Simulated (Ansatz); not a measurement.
In doubt: the program warns that the response may not be converged on this k-mesh (in some of the runs), which bears on dielectric and field responses.

The crystal is GeH5CI3N2 (CH(NH2)2GeI3).

The structure was built from a prototype and need not be the compound's stable phase.

```xyz
12
Lattice="6.2426 -0.3443 0.4348 -0.3443 6.2402 -0.2810 0.4348 -0.2810 6.1676" Properties=species:S:1:pos:R:3 pbc="T T T"
C    -0.6341    5.9606   -0.2670
H    -1.3364    5.1247   -0.2129
N     6.1395    0.0403    5.7403
N     0.7392   -0.2890    0.8263
H     4.5608    6.4754   -1.3425
H     0.4964    5.1928    1.2231
H     6.7500    0.8499    5.6244
H     1.8720    0.1777    6.9907
Ge    3.4832    2.4242    3.4026
I     2.6864    2.8573   -0.0333
I     3.4154   -0.3288    3.2907
I    -0.0309    3.1130    2.9016
```

The structure was relaxed with PBE-D3(BJ). At the settings of the band run the largest force is still 0.05 eV/Å. The runs that relaxed it are not among those shown. Spin-orbit coupling is left out unless a run names it.

Gaps computed with Ansatz 0.2.0 without a self-energy: PBE 1.58 eV, PBE+SOC 1.41 eV and HSE06+SOC 2.00 eV. The mean ε∞ by PBE perturbation theory is 5.10.

Q: Estimate the G0W0@PBE gap with 4×4×4 mesh, 800 empty bands, screening to 130 eV, PAW set soft_1 files.

About 2.43 eV: on its mesh the run moves the gap from 1.58 eV by +0.85 eV. One-shot corrections scale roughly with one over ε∞, here 0.20. Spin-orbit coupling is not in that value; its −0.16 eV at the PBE level would bring it to about 2.27 eV. Bands and cutoff are finite, so the gap is not at the basis limit. The miss can reach some tenths of an eV and take either sign; the mesh is an error of its own. The many-body steps are scalar-relativistic: spin-orbit coupling is not in them.

[Paths, hosts, dates, memory and timing lines, banners, echoed tables and standing remarks are left out of the program output.]

[Logs are printed without paths, hosts, clocks, repeated set-up lines and the standing remarks that a program may print on its own settings, such as how far it seeks lower states.]

[Runs of the session that timed out or met a known fault of the program may be left out.]

[Cells called generated may have been cut or substituted from an entry of the Crystallography Open Database or the Materials Project.]

[Hosts, paths, dates, database ids (printed as entryN), source tags and the programs' standing remarks are cut or masked in the printed files.]
